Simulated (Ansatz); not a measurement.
# Cl on Nb(110): change of the work function, part 2 of 3

Wanted: Δφ(θ) for Cl/Nb(110), starting from the longbridge site.

Ansatz 0.2.0; plane-wave DFT, r2SCAN, Ansatz PAW.

So far, work function, upper face (eV): step 2 (the clean slab) 4.56; step 3 (17 atoms, coverage 0.25 ML, cell 2x2) 4.32.

**4. The covered slab, k-mesh 6×6×1, coverage 0.5 ML**

System of this step: Cl/Nb(110). The cell holds 18 atoms: 16 Nb and 2 Cl. Cell: a = 5.716 Å, b = 5.716 Å, c = 27.159 Å, α = 90.0°, β = 90.0°, γ = 70.5°. Vacuum lies along c.

Another coverage, to see how the dipoles act on each other as their distance changes.

Input file input.yaml:

```yaml
crystal:
  lattice:
    - [4.6669047558, -3.3, 0.0]
    - [4.6669047558, 3.3, 0.0]
    - [0.0, 0.0, 27.1589795112]
  atoms:
    - { symbol: Nb, position: [0.0, 0.0, 0.3313821124] }
    - { symbol: Nb, position: [0.25, 0.25, 0.4173003766] }
    - { symbol: Nb, position: [0.0, 0.0, 0.503783282] }
    - { symbol: Nb, position: [0.25, 0.25, 0.58564278] }
    - { symbol: Nb, position: [0.0, 0.5, 0.3313821124] }
    - { symbol: Nb, position: [0.25, 0.75, 0.4173003766] }
    - { symbol: Nb, position: [0.0, 0.5, 0.503783282] }
    - { symbol: Nb, position: [0.25, 0.75, 0.58564278] }
    - { symbol: Nb, position: [0.5, 0.0, 0.3313821124] }
    - { symbol: Nb, position: [0.75, 0.25, 0.4173003766] }
    - { symbol: Nb, position: [0.5, 0.0, 0.503783282] }
    - { symbol: Nb, position: [0.75, 0.25, 0.58564278] }
    - { symbol: Nb, position: [0.5, 0.5, 0.3313821124] }
    - { symbol: Nb, position: [0.75, 0.75, 0.4173003766] }
    - { symbol: Nb, position: [0.5, 0.5, 0.503783282] }
    - { symbol: Nb, position: [0.75, 0.75, 0.58564278] }
    - { symbol: Cl, position: [0.0, 0.0, 0.6686178876] }
    - { symbol: Cl, position: [0.5, 0.5, 0.6686178876] }
kpoints:
  mp_grid: { grid: [6, 6, 1] }
hamiltonian:
  xc: r2scan
scf:
  occupations: { method: fermi_dirac, width: 0.1 }
  convergence: { dr2_threshold: 1.0e-08 }
efield:
  axis: 3
  dipole_correction: true
  ramp_position: 0.97
  ramp_width: 0.06
relax:
  f_tol: 0.02
  max_steps: 60
  constraints: [{ sites: [0, 1, 4, 5, 8, 9, 12, 13] }]
output:
  bader: true
  dos: { projected: true, e_range: [-8, 4] }
  write_potential: true
  write_density: true
  volumetric_format: npy
```

Launch:

```sh
$ ansatz run input.yaml --threads 4 --pin off --max-ram 12288MiB --backend cpu --events-out ev --progress --plain --runs-dir out
```

The job ended after 9.4 min (4 threads of Arm Neoverse V1, shared host; peak memory 5.2 GiB; 36 min of CPU time).

The steps of the relaxation:

```
step  energy less that of the first step (eV)  largest force component (eV/Å)
   1                                   0.0000                          1.9875
   2                                  -0.8517                          0.3274
   3                                  -0.8609                          0.3627
   4                                  -0.8928                          0.0291
   5                                  -0.8930                          0.0118
```

Forces are held to the 8 operations that the run works with; a distortion that breaks them can't arise in this run.

The atoms that moved most (Å):

```
atom     dx     dy      dz  length
Cl18  0.000  0.000  -0.287   0.287
Cl17  0.000  0.000  -0.287   0.287
 Nb4  0.000  0.000   0.090   0.090
Nb16  0.000  0.000   0.090   0.090
Nb12  0.000  0.000   0.070   0.070
 Nb8  0.000  0.000   0.070   0.070
 Nb3  0.000  0.000  -0.060   0.060
Nb15  0.000  0.000  -0.060   0.060
```

The relaxed structure:

```xyz
18
Lattice="4.6669 -3.3000 0.0000 4.6669 3.3000 0.0000 0.0000 0.0000 27.1590" Properties=species:S:1:pos:R:3
Nb    0.0000    0.0000    9.0000
Nb    2.3335    0.0000   11.3335
Nb    0.0000    0.0000   13.6226
Nb    2.3335    0.0000   15.9951
Nb    2.3335    1.6500    9.0000
Nb    4.6669    1.6500   11.3335
Nb    2.3335    1.6500   13.6931
Nb    4.6669    1.6500   15.9750
Nb    2.3335   -1.6500    9.0000
Nb    4.6669   -1.6500   11.3335
Nb    2.3335   -1.6500   13.6931
Nb    4.6669   -1.6500   15.9750
Nb    4.6669    0.0000    9.0000
Nb    7.0004    0.0000   11.3335
Nb    4.6669    0.0000   13.6226
Nb    7.0004    0.0000   15.9951
Cl    0.0000    0.0000   17.8724
Cl    4.6669    0.0000   17.8724
```

This step gave:

| Property | Result |
| --- | --- |
| energy at zero smearing | -75183.4021 eV |
| work function, upper face | 4.077 eV |
| work function, lower face | 4.622 eV |
| dipole along the normal | 0.09285 e·Å |
| step between the vacuum levels | -0.5455 eV |

The density of states has structure finer than the step of the table below, so its rows give means over 0.25 eV, whole bins alone (the curve runs from -8 to 1.77 eV). Peaks (eV: height): -6.140: 46.5, -1.650: 32.5, -1.590: 51.5, -1.470: 36.7, -1.290: 31.7, -0.990: 34.3, -0.690: 32.1.

The density of states by energy, zero at the Fermi level; means over each step:

```
energy (eV)  density of states (states/eV a cell)
      -7.25                                     0
      -7.00                                  2.50
      -6.75                                  5.20
      -6.50                                  8.01
      -6.25                                  11.4
      -6.00                                  8.60
      -5.75                                  5.75
      -5.50                                  3.32
      -5.25                                  1.50
      -5.00                                  4.05
      -4.75                                  1.41
      -4.50                                  2.11
      -4.25                                  2.58
      -4.00                                  3.32
      -3.75                                  4.44
      -3.50                                  14.8
      -3.25                                  16.1
      -3.00                                  16.7
      -2.75                                  22.6
      -2.50                                  22.2
      -2.25                                  16.1
      -2.00                                  13.9
      -1.75                                  16.6
      -1.50                                  31.6
      -1.25                                  22.7
      -1.00                                  23.4
      -0.75                                  22.5
      -0.50                                  25.7
      -0.25                                  22.7
       0.00                                  19.5
       0.25                                  16.1
       0.50                                  10.2
       0.75                                  10.8
       1.00                                  10.0
       1.25                                  13.3
       1.50                                  13.0
```

Projected DOS per atom over height of the atomic layer and energy from the Fermi level. Layers: Nb4 Nb4 Nb4 Nb4 Cl2 from below.

Ten even steps from '0' (0.00 states/eV) to '9' (4.47 states/eV), each cell a mean:
```
21120
21010
10010
31120
32220
42230
33220
34330
11120
22230
23320
13210
00000
00000
00000
00001
00002
00019
00006
00003
00000
00000
```
Columns: height of the atomic layer (Å) from 9 to 17.9 (not evenly spaced); rows upwards: energy from the Fermi level (eV) from -7.96 to 1.75.

The relaxation took 5 steps and lowered the energy by 0.89 eV; the largest force on the free atoms ends at 0.012 eV/Å.

The covered face has 4.08 eV, -0.48 eV against the clean one; the bare back face has moved by +0.00 eV, a measure of how thin the slab is.

**5. Adsorbate added, k-mesh 11×11×1, coverage 1 ML**

System of this step: Cl/Nb(110). The cell holds 5 atoms: 4 Nb and 1 Cl. Cell: a = 2.858 Å, b = 2.858 Å, c = 27.159 Å, α = 90.0°, β = 90.0°, γ = 70.5°. Vacuum lies along c.

input.yaml, the sections that differ from step 4:

```yaml
crystal:
  lattice:
    - [2.3334523779, -1.65, 0.0]
    - [2.3334523779, 1.65, 0.0]
    - [0.0, 0.0, 27.1589795112]
  atoms:
    - { symbol: Nb, position: [0.0, 0.0, 0.3313821124] }
    - { symbol: Nb, position: [0.5, 0.5, 0.4173003766] }
    - { symbol: Nb, position: [0.0, 0.0, 0.503783282] }
    - { symbol: Nb, position: [0.5, 0.5, 0.58564278] }
    - { symbol: Cl, position: [0.0, 0.0, 0.6686178876] }
kpoints:
  mp_grid: { grid: [11, 11, 1] }
relax:
  f_tol: 0.02
  max_steps: 60
  constraints: [{ sites: [0, 1] }]
output:
  bader: true
  write_potential: true
  write_density: true
  volumetric_format: npy
# hamiltonian, scf, efield: as in step 4
```

It took 76 s on 4 threads; peak memory 0.95 GiB; 5 min of CPU time.

Step by step:

```
step  energy less that of the first step (eV)  largest force component (eV/Å)
   1                                   0.0000                          2.6023
   2                                  -0.5323                          0.3642
   3                                  -0.5348                          0.1662
   4                                  -0.5386                          0.0167
```

The run keeps the 4 symmetry operations that it works with, so distortions that break them were not tested.

The atoms that moved most (Å):

```
atom     dx     dy      dz  length
 Cl5  0.000  0.000  -0.231   0.231
 Nb4  0.000  0.000   0.133   0.133
 Nb3  0.000  0.000  -0.040   0.040
```

The relaxation took 4 steps and lowered the energy by 0.54 eV; the largest force on the free atoms ends at 0.017 eV/Å.

The covered face has 4.68 eV, +0.12 eV against the clean one; the bare back face has moved by +0.03 eV, a measure of how thin the slab is.

**6. Work function against coverage**

This step: plane-wave DFT, r2SCAN, Ansatz PAW; work function against coverage (Ansatz 0.2.0).

The runs are now put side by side.

This step gave:

- work function of the clean face: 4.559 eV
- largest change of the work function: -0.4826 eV

The work function of the covered face by coverage:

```
coverage (adsorbates/nm²)  work function of the covered face (eV)
                     0.00                                    4.56
                     3.25                                    4.32
                     6.49                                    4.08
                    12.99                                    4.68
```

The dipole per adsorbate comes from the change of the cell's dipole. Coverage, by row:

```
coverage (1/nm²)  coverage (ML)  work function (eV)  change (eV)  dipole per adsorbate, positive end outwards (debye)  mean height of the added atoms over the highest substrate atom (Å)
           3.247           0.25               4.316      -0.2434                                                 0.19                                                               1.822
           6.493            0.5               4.077      -0.4826                                                0.198                                                               1.877
           12.99              1               4.677       0.1176                                               -0.018                                                                1.89
```

**7. The slab at 0.25 ML, atoms frozen**

This step: plane-wave DFT, r2SCAN, Ansatz PAW (Ansatz 0.2.0).

System of this step: Cl/Nb(110). The cell holds 17 atoms: 16 Nb and 1 Cl. Cell: a = 5.716 Å, b = 5.716 Å, c = 27.159 Å, α = 90.0°, β = 90.0°, γ = 70.5°. Vacuum lies along c.

To see where the charge goes, the covered slab, the bare substrate and the adsorbate layer are each run at the same frozen positions and on the same grid.

Input file input.yaml:

```yaml
crystal:
  lattice:
    - [4.6669047558, -3.3, 0.0]
    - [4.6669047558, 3.3, 0.0]
    - [0.0, 0.0, 27.1589795112]
  atoms:
    - { symbol: Nb, position: [0.0, 0.0, 0.3313821124] }
    - { symbol: Nb, position: [0.25, 0.25, 0.4173003766] }
    - { symbol: Nb, position: [0.0, 0.0, 0.5046856551] }
    - { symbol: Nb, position: [0.2550744349, 0.2550744349, 0.5862387477] }
    - { symbol: Nb, position: [0.0, 0.5, 0.3313821124] }
    - { symbol: Nb, position: [0.25, 0.75, 0.4173003766] }
    - { symbol: Nb, position: [0.0, 0.5, 0.5039147227] }
    - { symbol: Nb, position: [0.2653806941, 0.7346193059, 0.5877546643] }
    - { symbol: Nb, position: [0.5, 0.0, 0.3313821124] }
    - { symbol: Nb, position: [0.75, 0.25, 0.4173003766] }
    - { symbol: Nb, position: [0.5, 0.0, 0.5039147227] }
    - { symbol: Nb, position: [0.7346193059, 0.2653806941, 0.5877546643] }
    - { symbol: Nb, position: [0.5, 0.5, 0.3313821124] }
    - { symbol: Nb, position: [0.75, 0.75, 0.4173003766] }
    - { symbol: Nb, position: [0.5, 0.5, 0.5010354489] }
    - { symbol: Nb, position: [0.7449255651, 0.7449255651, 0.5862387477] }
    - { symbol: Cl, position: [0.0, 0.0, 0.6548592412] }
kpoints:
  mp_grid: { grid: [6, 6, 1] }
hamiltonian:
  xc: r2scan
scf:
  occupations: { method: fermi_dirac, width: 0.1 }
  convergence: { dr2_threshold: 1.0e-08 }
efield:
  axis: 3
  dipole_correction: true
  ramp_position: 0.97
  ramp_width: 0.06
output:
  write_potential: true
  write_density: true
  volumetric_format: npy
```

Run time: 2 min. Hardware: 4 threads; peak memory 4.7 GiB; 7.8 min of CPU time.

This step gave:

* energy at zero smearing: -74096.6898 eV
* work function, upper face: 4.316 eV
* work function, lower face: 4.610 eV
* dipole along the normal: 0.05016 e·Å
* step between the vacuum levels: -0.2947 eV

The work function of the upper face is 4.32 eV.

**8. The substrate of the 0.25 ML cell alone**

System of this step: Cl/Nb(110), substrate alone, atoms held. The cell holds 16 atoms: 16 Nb. Cell: a = 5.716 Å, b = 5.716 Å, c = 27.159 Å, α = 90.0°, β = 90.0°, γ = 70.5°. Vacuum lies along c.

The second part, atoms unmoved.

input.yaml, as its differences from that of step 7:

```diff
@@ -22,3 +22,2 @@
     - { symbol: Nb, position: [0.7449255651, 0.7449255651, 0.5862387477] }
-    - { symbol: Cl, position: [0.0, 0.0, 0.6548592412] }
 kpoints:
```

Run time: 2 min. Hardware: 4 threads; peak memory 4.5 GiB.

This step gave:

| Property | Result |
| --- | --- |
| energy at zero smearing | -73009.4007 eV |
| work function, upper face | 4.549 eV |
| work function, lower face | 4.611 eV |
| dipole along the normal | 0.01060 e·Å |
| step between the vacuum levels | -0.06229 eV |

The work function of the upper face is 4.55 eV.

**9. The adsorbate layer of the 0.25 ML cell alone**

System of this step: Cl/Nb(110), adsorbate layer alone, atoms held. The cell holds 1 atom: 1 Cl. Cell: a = 5.716 Å, b = 5.716 Å, c = 27.159 Å, α = 90.0°, β = 90.0°, γ = 70.5°. Vacuum lies along c.

The third part; a free layer of atoms may carry a moment, so spin is on.

input.yaml, the sections that differ from step 8:

```yaml
crystal:
  lattice:
    - [4.6669047558, -3.3, 0.0]
    - [4.6669047558, 3.3, 0.0]
    - [0.0, 0.0, 27.1589795112]
  atoms:
    - { symbol: Cl, position: [0.0, 0.0, 0.6548592412], spin: 1.0 }
magnetization:
  spin_polarized: true
# kpoints, hamiltonian, scf, efield, output: as in step 8
```

Wall time 52 s (4 threads); peak memory 2.2 GiB; 3.4 min of CPU time.

This step gave:

| Item | Value |
| --- | --- |
| energy at zero smearing | -1082.2170 eV |
| total moment | 0.9999 μB |
| site moments | 0.9981 μB |
| dipole along the normal | 1.77e-7 e·Å |

Site moment by atom:

```
atom  site moment (μB)
 Cl1             0.998
```

The free layer carries a moment of 1.0 μB a cell.

**10. Where the charge went at 0.25 ML**

This step: plane-wave DFT, r2SCAN, Ansatz PAW; density difference on adsorption (Ansatz 0.2.0).

The densities of the parts are taken from that of the whole and averaged over planes; the first moment of what is left gives the step in the potential.

This step gave:

| Item | Value |
| --- | --- |
| largest charge moved | 0.004506 e/Å² |
| potential step from the moved charge | -0.2323 eV |

The electron density difference oscillates, so the rows of the table below give means over windows of 1 Å about each position, cut where the curve ends. Its maxima inside the range that stand out by 2 % of the span (Å: e/Å³): 14.8: 9.6e-4, 15.9: 0.00361, 17.1: 0.00940, 18.5: 0.00504. Its minima: 14.1: -5.8e-4, 15.3: -3.6e-4, 16.4: -0.00449, 17.8: -0.0172.

Planar mean, whole system less its parts. The electron density difference by z; means over each step:

```
z (Å)  electron density difference (e/Å³)
    5                             -8.1e-7
    6                             -6.2e-6
    7                             -2.1e-5
    8                              7.1e-5
    9                              2.6e-5
   10                             -1.3e-4
   11                             -1.3e-5
   12                              4.6e-6
   13                              4.1e-5
   14                             -1.1e-4
   15                              4.3e-4
   16                              3.2e-4
   17                             0.00360
   18                            -0.00650
   19                             0.00221
   20                              8.4e-5
   21                             -3.0e-6
   22                             -6.8e-7
```

[end of part 2 of 3]

[Logs are printed without paths, hosts, clocks, repeated set-up lines and the standing remarks that a program may print on its own settings, such as how far it seeks lower states.]

[Hosts, paths, dates, database ids (printed as entryN), source tags and the programs' standing remarks are cut or masked in the printed files.]

[Maps of the electrostatic potential energy from Ansatz leave out the sawtooth potential of an applied field or a dipole correction, so their vacuum need not be flat; planar profiles and work functions include it.]
